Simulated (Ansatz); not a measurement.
# Bands, cutoff and cost in G0W0 for Si3N4 (P6_3/m)

How do accuracy and time trade against each other in G0W0 on Si3N4 (P6_3/m)?

Main program and level: Ansatz 0.2.0; G0W0 on PBE, plane waves, PAW; PAW set soft_1.

## (1) Starting point

The structure is hexagonal, space group P6_3/m (No. 176). The conventional cell has a = 7.604 Å, b = 7.604 Å, c = 2.906 Å, α = 90.00°, β = 90.00°, γ = 120.00°. Si has 4 N at 1.73 to 1.74 Å nearest. Nearest to N lie 3 Si at 1.74 Å. N has 3 Si at 1.73 Å nearest. Farther neighbours and most contacts between anions are not listed.

Structure file:

```xyz
14
Lattice="7.6044 0.0000 0.0000 -3.8022 6.5856 0.0000 0.0000 0.0000 2.9063" Properties=species:S:1:pos:R:3 pbc="T T T"
Si    5.1801    1.1496    0.7266
Si    1.5945    5.0609    2.1797
Si    4.0188    3.9113    0.7266
Si   -1.3779    5.4360    2.1797
Si    2.2077    1.5247    0.7266
Si   -0.2166    2.6743    2.1797
N    -1.0237    2.1748    0.7266
N     5.2091    0.2009    2.1797
N     2.4306    4.6116    0.7266
N     4.8259    4.4108    2.1797
N    -1.4069    6.3847    0.7266
N     1.3716    1.9740    2.1797
N     3.8022    2.1952    0.7266
N     0.0000    4.3904    2.1797
```

The cell and positions come from the Crystallography Open Database and are kept as given unless a step says otherwise.

## (2) 131 empty bands, screening to 54 eV

Now the one-shot GW correction: screening in the RPA, then the self-energy of the levels asked for. This step takes PAW set soft_1 files.

Contents of input.yaml:

```yaml
crystal:
  lattice:
    - [7.6044, 0.0, 0.0]
    - [-3.8022, 6.5856035805, 0.0]
    - [0.0, 0.0, 2.9063]
  atoms:
    - { symbol: Si, position: [0.768477, 0.174557, 0.25] }
    - { symbol: Si, position: [0.59392, 0.768477, 0.75] }
    - { symbol: Si, position: [0.825443, 0.59392, 0.25] }
    - { symbol: Si, position: [0.231523, 0.825443, 0.75] }
    - { symbol: Si, position: [0.40608, 0.231523, 0.25] }
    - { symbol: Si, position: [0.174557, 0.40608, 0.75] }
    - { symbol: "N", position: [0.0305, 0.33024, 0.25] }
    - { symbol: "N", position: [0.70026, 0.0305, 0.75] }
    - { symbol: "N", position: [0.66976, 0.70026, 0.25] }
    - { symbol: "N", position: [0.9695, 0.66976, 0.75] }
    - { symbol: "N", position: [0.29974, 0.9695, 0.25] }
    - { symbol: "N", position: [0.33024, 0.29974, 0.75] }
    - { symbol: "N", position: [0.6666666667, 0.3333333333, 0.25] }
    - { symbol: "N", position: [0.3333333333, 0.6666666667, 0.75] }
kpoints:
  mp_grid: { grid: [3, 3, 6] }
hamiltonian:
  xc: pbe
  pseudopotentials: { kind: paw, azcp: { folder: soft_1 } }
scf:
  occupations: { method: fixed }
gw:
  n_empty_bands: 131
  ecut_chi: 54
  qp_bands: [v4, c4]
  qp_kpoints: band_edges
  screening: { model: contour_deformation }
```

Launch:

```sh
$ ansatz run input.yaml --threads 2 --pin off --max-ram 73728MiB --backend cuda --events-out ev --progress --plain --runs-dir out --devices 1 --max-vram 13GiB
```

Numbers of over 12 decimals in the logs are rounded to 6 here.

What it wrote:

```text
GPUs: using 1 of 1 available (devices: 1).
Engine: ansatz 0.2.0, x86_64-unknown-linux-gnu
Pseudopotentials: kind: paw
Pseudopotential: Si, paw, valence charge 4, recommended cutoff 420 eV (normal), soft_1/Si.paw.azcp
Pseudopotential: N, paw, valence charge 5, recommended cutoff 420 eV (normal), soft_1/N.paw.azcp
Functional definition: PBE
  parameter kappa = 0.804
  parameter beta = 0.066725
  exchange = pbe_x(kappa = kappa, mu = beta*pi^2/3)
  correlation = pbe_c(beta = beta)
device memory: the entry about to start is reckoned to put 1.7 GiB on a device that reports 47.4 GiB free (of which the cap on the GPU budget leaves the run 13.0 GiB)
GPU FFT provider: cuFFT
GPU libraries: cuBLAS 13.8.2, cuFFT 12.4.0, cuSOLVER 12.3.4
Crystal: 14 atoms, lattice volume = 145.546 Å³
Basis set: ecut = 420 eV, 2823 PW (Γ)
Bands: 46, of which v1, the nominal top of the filled ones, is band 32 counted from 1 (31 counted from 0)
Symmetry: 12 space group operations
Space group: P63/m (ITA 176), of the structure as read, at distance tolerance 5.3e-5 Å
k-points: 12 of 54
Non-local potential: Si, projectors of the file, l = 0: 2, l = 1: 2, l = 2: 1
Non-local potential: N, projectors of the file, l = 0: 2, l = 1: 2, l = 2: 1
PAW form: soft (Blöchl's): semilocal exchange-correlation on the pseudo side does not see the compensation charge
PAW one-centre angular grid: Si, 110 points (default); XC on 64 Gauss nodes
PAW one-centre angular grid: N, 110 points (default); XC on 64 Gauss nodes
Initial density: superposition of atomic densities (chi_scale 0.1, normalization cell, long waves kept (reshape's long-wave potential 0.02 eV rms))
Initial wavefunctions: pseudopotential atomic-orbital guess
GPU buffer pool allocated for 58320 grid points (all kernels)
GPU transforms: local potential and band sums: pruned to the plane-wave sphere, on 54×54×20
Functional: x = pbe(κ = 0.804, μ = 0.219515), c = pbe(β = 0.066725)
SCF iter   1: F=—  HF=-6913.316093 eV  |F-HF|=—  |Δ(HF+E_count)|=         —  Δρ=1.57e-1  dr2=3.74e1  ethr=3.10e-3  ⟨swp⟩=5.0  Hψ=2168  notcnv=0  defer=128
preconditioner: auto → Resta (q_TF=auto, 2.379 Å⁻¹)  ε∞=3.5  [insulator: Δε(μ)=6.006 eV  Ē_g=15.553 eV  n_scr=32 (ndim 8)  ℏωp=24.6 eV  f_vac=0.009  ε∞_Penn≈3.5]
SCF iter   2: F=—  HF=-6902.032424 eV  |F-HF|=—  |Δ(HF+E_count)|=    1.13e1  Δρ=4.96e-2  dr2=2.08e0  ethr=3.10e-3  ⟨swp⟩=3.7  Hψ=1492  notcnv=0  defer=119
SCF iter   3: F=—  HF=-6901.778683 eV  |F-HF|=—  |Δ(HF+E_count)|=   2.54e-1  Δρ=2.49e-2  dr2=5.05e-1  ethr=3.10e-3  ⟨swp⟩=1.0  Hψ=633  notcnv=0  defer=110
SCF iter   4: F=—  HF=-6901.763540 eV  |F-HF|=—  |Δ(HF+E_count)|=   1.51e-2  Δρ=2.12e-3  dr2=8.16e-3  ethr=7.88e-4  ⟨swp⟩=2.1  Hψ=517  notcnv=0  defer=138
SCF iter   5: F=—  HF=-6901.770786 eV  |F-HF|=—  |Δ(HF+E_count)|=   7.25e-3  Δρ=1.49e-3  dr2=3.26e-3  ethr=1.28e-5  ⟨swp⟩=2.9  Hψ=900  notcnv=0  defer=138
SCF iter   6: F=—  HF=-6901.770666 eV  |F-HF|=—  |Δ(HF+E_count)|=   1.20e-4  Δρ=3.70e-4  dr2=2.26e-4  ethr=5.09e-6  ⟨swp⟩=2.1  Hψ=832  notcnv=0  defer=138
SCF iter   7: F=—  HF=-6901.770828 eV  |F-HF|=—  |Δ(HF+E_count)|=   1.62e-4  Δρ=8.19e-5  dr2=1.70e-5  ethr=3.54e-7  ⟨swp⟩=2.0  Hψ=787  notcnv=0  defer=132
SCF iter   8: F=—  HF=-6901.770865 eV  |F-HF|=—  |Δ(HF+E_count)|=   3.69e-5  Δρ=1.94e-5  dr2=5.87e-7  ethr=2.66e-8  ⟨swp⟩=2.1  Hψ=905  notcnv=0  defer=115
SCF iter   9: F=-6901.770867 eV  HF=-6901.770867 eV  |F-HF|=2.52e-8  |Δ(HF+E_count)|=   1.50e-6  Δρ=2.81e-6  dr2=1.08e-8  ethr=1.56e-10  ⟨swp⟩=16.2  Hψ=3197  notcnv=0
SCF 1 converged in 9 iterations: F = -6901.770867 eV  dr2 = 1.08e-8
  greatest PAW one-centre occupation: 0.794 electrons in one spin orbital (limit 2), on the N atom at site 13 (counted from 0), in its partial waves of l = 0
device memory: the entry about to start is reckoned to put 2.1 GiB on a device that reports 47.8 GiB free (of which the cap on the GPU budget leaves the run 13.0 GiB)
NSCF: frozen V_eff on 12 k-points
the band table was solved once the SCF had ended and its energy, with any forces and stress, was formed, with the checks that follow a solve (2378 applications of the Hamiltonian). They found nothing against the state; the energy, forces and stress were not computed again (output.eigenvalues in the input reference)
device memory: the entry about to start is reckoned to put 2.7 GiB on a device that reports 47.4 GiB free (of which the cap on the GPU budget leaves the run 13.0 GiB)
NSCF: frozen V_eff on 12 k-points
G₀W₀ screening: q 1/12
[... further progress lines ...]
device memory: the entry about to start is reckoned to put 0.6 GiB on a device that reports 45.3 GiB free (of which the cap on the GPU budget leaves the run 13.0 GiB)
NSCF: frozen V_eff on 1 k-points
device memory: the entry about to start is reckoned to put 0.6 GiB on a device that reports 45.3 GiB free (of which the cap on the GPU budget leaves the run 13.0 GiB)
NSCF: frozen V_eff on 1 k-points
SCF converged after 9 iterations
Free energy (F): -6901.770867 eV
Harris-Foulkes:  -6901.770867 eV  (|F-HF|=2.52e-8)
Internal energy: -6901.770867 eV  (E = F + TS)
E sigma→0 (E₀):  -6901.770867 eV
Fermi energy:    8.296649 eV
--- Per-component energies (eV) ---
  E_band       = 63.682387
  E_kinetic    = 1336.111829
  E_local      = -2029.870567  (includes V_loc(G=0)·N_el)
  E_nonlocal   = 405.749377
  E_hartree    = 718.939779
  E_xc         = -828.787208
  E_vxc        = -908.742868  (∫ρ·V_xc dr)
  E_paw        = -4098.969151  (= ΣΔE_a)
  E_vpaw       = -177.452394  (= ΣTr[D̂ρ^β])
  E_aug_tail   = 0.007443  (compensation charges beyond the density's cutoff)
  E_ewald      = -2404.952369
  E_smearing   = -0.000000  (= −TS)
  E_closure    = -0.000000  (closes the sum)
  Σ components = -6901.770867   (vs F -6901.770867, Δ=0.00e0)
--- Band table (eV; the first three rows and the last of 12) ---
  k-point 0: bands = [... 28 lower, 7.0065, 7.8341, 7.8928, 8.0990, 12.6203, 13.0359, 13.1908, 13.1908, ... 10 higher]
  k-point 1: bands = [... 28 lower, 7.0309, 7.0309, 7.1536, 8.2966, 14.0360, 14.2698, 14.2698, 14.4709, ... 10 higher]
  k-point 2: bands = [... 28 lower, 6.5843, 6.8530, 6.8530, 7.9605, 13.3646, 13.3646, 14.2699, 14.2699, ... 10 higher]
  k-point 11: bands = [... 28 lower, 6.8864, 6.8864, 7.1765, 7.1765, 13.3284, 13.3284, 14.1446, 14.1446, ... 10 higher]
--- G₀W₀: contour deformation, 5 samples at zero and on the imaginary axis and 1 off it, 54 q-points, 131 empty bands' worth ---
  eigenvalues of the whole cell's RPA ε∞ on this k-mesh (on a slab, of 1 + 4πα/V) = 4.0733, 4.0733, 4.1769; static W/v taken at q = 0 is 0.243041
  bands read: the sum over 163 bands ends inside a degenerate multiplet in 5 slots, whose members it reads at an even weight; the widest, k=3: bands 161 to 164 (counted from 1) at 3/4 each
  gw.qp_kpoints: band_edges: 10 of 12 stored k-points solved, in 1 pass; an edge of the gap read off the rows below is read off those points alone
    valence top: of the k-points left out ik 6 came nearest to being solved in a further pass, in band 32 (counted from 1, as in the quasiparticle table): it holds the edge there only if its correction is more favourable than any solved in that band by at least 0.553 eV; those differ by 0.291 eV
    conduction bottom: of the k-points left out ik 6 came nearest to being solved in a further pass, in band 33 (counted from 1, as in the quasiparticle table): it holds the edge there only if its correction is more favourable than any solved in that band by at least 0.391 eV; those differ by 0.358 eV
    ik  band        ε_KS         Σx   Σc(E_QP)       V_xc       Z   E_QP_lin       E_QP  E_QP is
     0    29      7.0065   -21.5759     3.7807   -17.4022  0.8023     6.6122     6.6135  root
     0    30      7.8341   -21.5956     3.8445   -17.4031  0.7996     7.4851     7.4861  root
     0    31      7.8928   -21.7869     3.7781   -17.6920  0.8006     7.5751     7.5759  root
     0    32      8.0990   -21.8475     3.8620   -17.6875  0.8005     7.8002     7.8009  root
     0    33     12.6203    -7.2387    -4.0616   -12.4892  0.8388    13.8185    13.8091  root
     0    34     13.0359    -8.5548    -3.9173   -13.4172  0.8369    13.9869    13.9810  root
     0    35     13.1908    -8.1964    -4.0853   -13.5878  0.8329    14.5088    14.4968  root
     0    36     13.1908    -8.1964    -4.0853   -13.5878  0.8329    14.5088    14.4968  root
     1    29      7.0309   -21.6363     3.8156   -17.4257  0.8015     6.6346     6.6359  root
     1    30      7.0309   -21.6363     3.8156   -17.4257  0.8015     6.6346     6.6359  root
     1    31      7.1536   -21.2316     3.8508   -16.9214  0.7979     6.6924     6.6942  root
     1    32      8.2966   -21.9576     3.7555   -17.9627  0.8025     8.0569     8.0573  root
     1    33     14.0360    -7.7227    -3.8592   -12.5224  0.8360    14.9828    14.9766  root
     1    34     14.2698    -8.1140    -4.2839   -13.7576  0.8277    15.6440    15.6296  root
     1    35     14.2698    -8.1140    -4.2839   -13.7576  0.8277    15.6440    15.6296  root
     1    36     14.4709    -7.6655    -4.2488   -13.3152  0.8280    15.8876    15.8717  root
     2    29      6.5843   -21.0706     3.9353   -16.5970  0.7957     6.0434     6.0460  root
     2    30      6.8530   -21.2725     3.8432   -16.9633  0.7991     6.3851     6.3870  root
     2    31      6.8530   -21.2725     3.8432   -16.9633  0.7991     6.3851     6.3870  root
     2    32      7.9605   -21.6125     3.7645   -17.5252  0.8019     7.6369     7.6377  root
     2    33     13.3646    -7.2777    -4.0815   -12.5238  0.8356    14.5385    14.5291  root
     2    34     13.3646    -7.2777    -4.0815   -12.5238  0.8356    14.5385    14.5291  root
     2    35     14.2699    -7.7044    -4.0769   -13.0879  0.8300    15.5893    15.5764  root
     2    36     14.2699    -7.7044    -4.0769   -13.0879  0.8300    15.5893    15.5764  root
[...]
11    29      6.8864   -21.1734     3.8654   -16.8192  0.7989     6.3955     6.3976  root
    11    30      6.8864   -21.1734     3.8654   -16.8192  0.7989     6.3955     6.3976  root
    11    31      7.1765   -21.2182     3.8262   -16.9358  0.7987     6.7185     6.7203  root
    11    32      7.1765   -21.2182     3.8262   -16.9358  0.7987     6.7185     6.7203  root
    11    33     13.3284    -7.9336    -4.0821   -13.2616  0.8337    14.5852    14.5743  root
    11    34     13.3284    -7.9336    -4.0821   -13.2616  0.8337    14.5852    14.5743  root
    11    35     14.1446    -6.9072    -4.0568   -12.1202  0.8347    15.3105    15.3007  root
    11    36     14.1446    -6.9072    -4.0568   -12.1202  0.8347    15.3105    15.3007  root
```

Elapsed: 13 s, on 1 × NVIDIA H100 80GB HBM3 (shared by 6 runs) with 2 threads of AMD EPYC 7R13 (Zen 3), shared host; peak memory 1.2 GiB; 20 s of CPU time.

This step gave:

- bands summed: 163
- RPA ε∞ on this mesh (eigenvalues): 4.073, 4.073, 4.177
- plane waves in the screening matrix: 129
- q-points in the mesh: 54
- G0W0 gap on the mesh: 5.752 eV
- k of the valence top: 0, 0, 0.1667
- k of the conduction bottom: 0, 0, 0
- starting gap on the mesh: 4.324 eV
- Z at the valence top: 0.8025
- Z at the conduction bottom: 0.8388
- least direct G0W0 gap on the computed points: 6.008 eV

The gap on the mesh goes from 4.32 eV to 5.75 eV, a correction of +1.43 eV. Between the two edge states, bare exchange in place of the xc potential would open the gap by 9.25 eV, and correlation takes back 7.82 eV.

## (3) 370 empty bands, screening to 108 eV

Another rung: the empty bands reach about as high as the screening cutoff, so the two stay in balance.

Changes to input.yaml since step 2:

```diff
@@ -28,4 +28,4 @@
 gw:
-  n_empty_bands: 131
-  ecut_chi: 54
+  n_empty_bands: 370
+  ecut_chi: 108
   qp_bands: [v4, c4]
```

What it wrote:

```text
GPUs: using 1 of 1 available (devices: 1).
[...]
GPU FFT provider: cuFFT
GPU libraries: cuBLAS 13.8.2, cuFFT 12.4.0, cuSOLVER 12.3.4
Crystal: 14 atoms, lattice volume = 145.546 Å³
Basis set: ecut = 420 eV, 2823 PW (Γ)
Bands: 46, of which v1, the nominal top of the filled ones, is band 32 counted from 1 (31 counted from 0)
Symmetry: 12 space group operations
[...]
k-points: 12 of 54
[...]
GPU buffer pool allocated for 58320 grid points (all kernels)
[...]
SCF iter   1: F=—  HF=-6913.316093 eV  |F-HF|=—  |Δ(HF+E_count)|=         —  Δρ=1.57e-1  dr2=3.74e1  ethr=3.10e-3  ⟨swp⟩=5.0  Hψ=2168  notcnv=0  defer=128
[...]
SCF iter   9: F=-6901.770867 eV  HF=-6901.770867 eV  |F-HF|=2.52e-8  |Δ(HF+E_count)|=   1.50e-6  Δρ=2.81e-6  dr2=1.08e-8  ethr=1.56e-10  ⟨swp⟩=16.2  Hψ=3197  notcnv=0
SCF 1 converged in 9 iterations: F = -6901.770867 eV  dr2 = 1.08e-8
[...]
NSCF: frozen V_eff on 12 k-points
[...]
G₀W₀ screening: q 1/12
[... further progress lines ...]
[...]
SCF converged after 9 iterations
Free energy (F): -6901.770867 eV
[...]
Internal energy: -6901.770867 eV  (E = F + TS)
E sigma→0 (E₀):  -6901.770867 eV
Fermi energy:    8.296649 eV
[...]
--- Band table (eV; the first three rows and the last of 12) ---
  k-point 0: bands = [... 28 lower, 7.0065, 7.8341, 7.8928, 8.0990, 12.6203, 13.0359, 13.1908, 13.1908, ... 10 higher]
  k-point 1: bands = [... 28 lower, 7.0309, 7.0309, 7.1536, 8.2966, 14.0360, 14.2698, 14.2698, 14.4709, ... 10 higher]
  k-point 2: bands = [... 28 lower, 6.5843, 6.8530, 6.8530, 7.9605, 13.3646, 13.3646, 14.2699, 14.2699, ... 10 higher]
  k-point 11: bands = [... 28 lower, 6.8864, 6.8864, 7.1765, 7.1765, 13.3284, 13.3284, 14.1446, 14.1446, ... 10 higher]
[...]
0    29      7.0065   -21.5759     3.3261   -17.4022  0.7951     6.1529     6.1588  root
     0    30      7.8341   -21.5956     3.3913   -17.4031  0.7917     7.0276     7.0329  root
     0    31      7.8928   -21.7869     3.3197   -17.6920  0.7920     7.1127     7.1175  root
     0    32      8.0990   -21.8475     3.3944   -17.6875  0.7922     7.3286     7.3333  root
     0    33     12.6203    -7.2387    -4.3727   -12.4892  0.8352    13.5030    13.4980  root
     0    34     13.0359    -8.5548    -4.0959   -13.4172  0.8308    13.8061    13.8024  root
     0    35     13.1908    -8.1964    -4.4121   -13.5878  0.8280    14.1765    14.1700  root
     0    36     13.1908    -8.1964    -4.4121   -13.5878  0.8280    14.1765    14.1700  root
[...]
11    33     13.3284    -7.9336    -4.4126   -13.2616  0.8291    14.2494    14.2438  root
    11    34     13.3284    -7.9336    -4.4126   -13.2616  0.8291    14.2494    14.2438  root
    11    35     14.1446    -6.9072    -4.3928   -12.1202  0.8306    14.9695    14.9648  root
    11    36     14.1446    -6.9072    -4.3928   -12.1202  0.8306    14.9695    14.9648  root
```

Run time: 38 s. Hardware: 1 × NVIDIA H100 80GB HBM3 (shared by 6 runs) with 2 threads; peak memory 1.5 GiB.

This step gave:

| Item | Value |
| --- | --- |
| bands summed | 402 |
| RPA ε∞ on this mesh (eigenvalues) | 4.001, 4.001, 4.097 |
| plane waves in the screening matrix | 377 |
| q-points in the mesh | 54 |
| G0W0 gap on the mesh | 5.921 eV |
| k of the valence top | 0, 0, 0.1667 |
| k of the conduction bottom | 0, 0, 0 |
| starting gap on the mesh | 4.324 eV |
| Z at the valence top | 0.7937 |
| Z at the conduction bottom | 0.8352 |
| least direct G0W0 gap on the computed points | 6.165 eV |

Against the run with 3×3×6 mesh, 131 empty bands, screening to 54 eV, PAW set soft_1 files, the gap moves by +0.17 eV.

## (4) 798 empty bands, screening to 180 eV

Changes to input.yaml since step 3:

```diff
@@ -28,4 +28,4 @@
 gw:
-  n_empty_bands: 370
-  ecut_chi: 108
+  n_empty_bands: 798
+  ecut_chi: 180.0
   qp_bands: [v4, c4]
```

What it wrote:

```text
GPUs: using 1 of 1 available (devices: 1).
[...]
GPU FFT provider: cuFFT
GPU libraries: cuBLAS 13.8.2, cuFFT 12.4.0, cuSOLVER 12.3.4
Crystal: 14 atoms, lattice volume = 145.546 Å³
Basis set: ecut = 420 eV, 2823 PW (Γ)
Bands: 46, of which v1, the nominal top of the filled ones, is band 32 counted from 1 (31 counted from 0)
Symmetry: 12 space group operations
[...]
k-points: 12 of 54
[...]
0    36     13.1908    -8.1964    -4.5605   -13.5878  0.8269    14.0262    14.0216  root
[...]
11    33     13.3284    -7.9336    -4.5630   -13.2616  0.8280    14.0973    14.0934  root
    11    34     13.3284    -7.9336    -4.5630   -13.2616  0.8280    14.0973    14.0934  root
    11    35     14.1446    -6.9072    -4.5381   -12.1202  0.8296    14.8226    14.8195  root
    11    36     14.1446    -6.9072    -4.5381   -12.1202  0.8296    14.8226    14.8195  root
[key lines of the parts left out:]
SCF converged after 9 iterations
Free energy (F): -6901.770867 eV
Fermi energy:    8.296649 eV
```

Wall time 86 s (1 × NVIDIA H100 80GB HBM3 (shared by 6 runs) with 2 threads); peak memory 2.7 GiB.

Numbers from this step:

| Property | Result |
| --- | --- |
| bands summed | 830 |
| RPA ε∞ on this mesh (eigenvalues) | 3.988, 3.988, 4.082 |
| plane waves in the screening matrix | 793 |
| G0W0 gap on the mesh | 6.096 eV |
| k of the valence top | 0, 0, 0.1667 |
| k of the conduction bottom | 0, 0, 0 |
| starting gap on the mesh | 4.324 eV |
| least direct G0W0 gap on the computed points | 6.331 eV |

Against the run with 3×3×6 mesh, 370 empty bands, screening to 108 eV, PAW set soft_1 files, the gap moves by +0.18 eV.

(Continued in part 2 of 2.)

[Paths, hosts, dates, memory and timing lines, banners, echoed tables and standing remarks are left out of the program output.]

[Logs are printed without paths, hosts, clocks, repeated set-up lines and the standing remarks that a program may print on its own settings, such as how far it seeks lower states.]

[Runs of the session that timed out or met a known fault of the program may be left out.]

[Cells called generated may have been cut or substituted from an entry of the Crystallography Open Database or the Materials Project.]

[Hosts, paths, dates, database ids (printed as entryN), source tags and the programs' standing remarks are cut or masked in the printed files.]
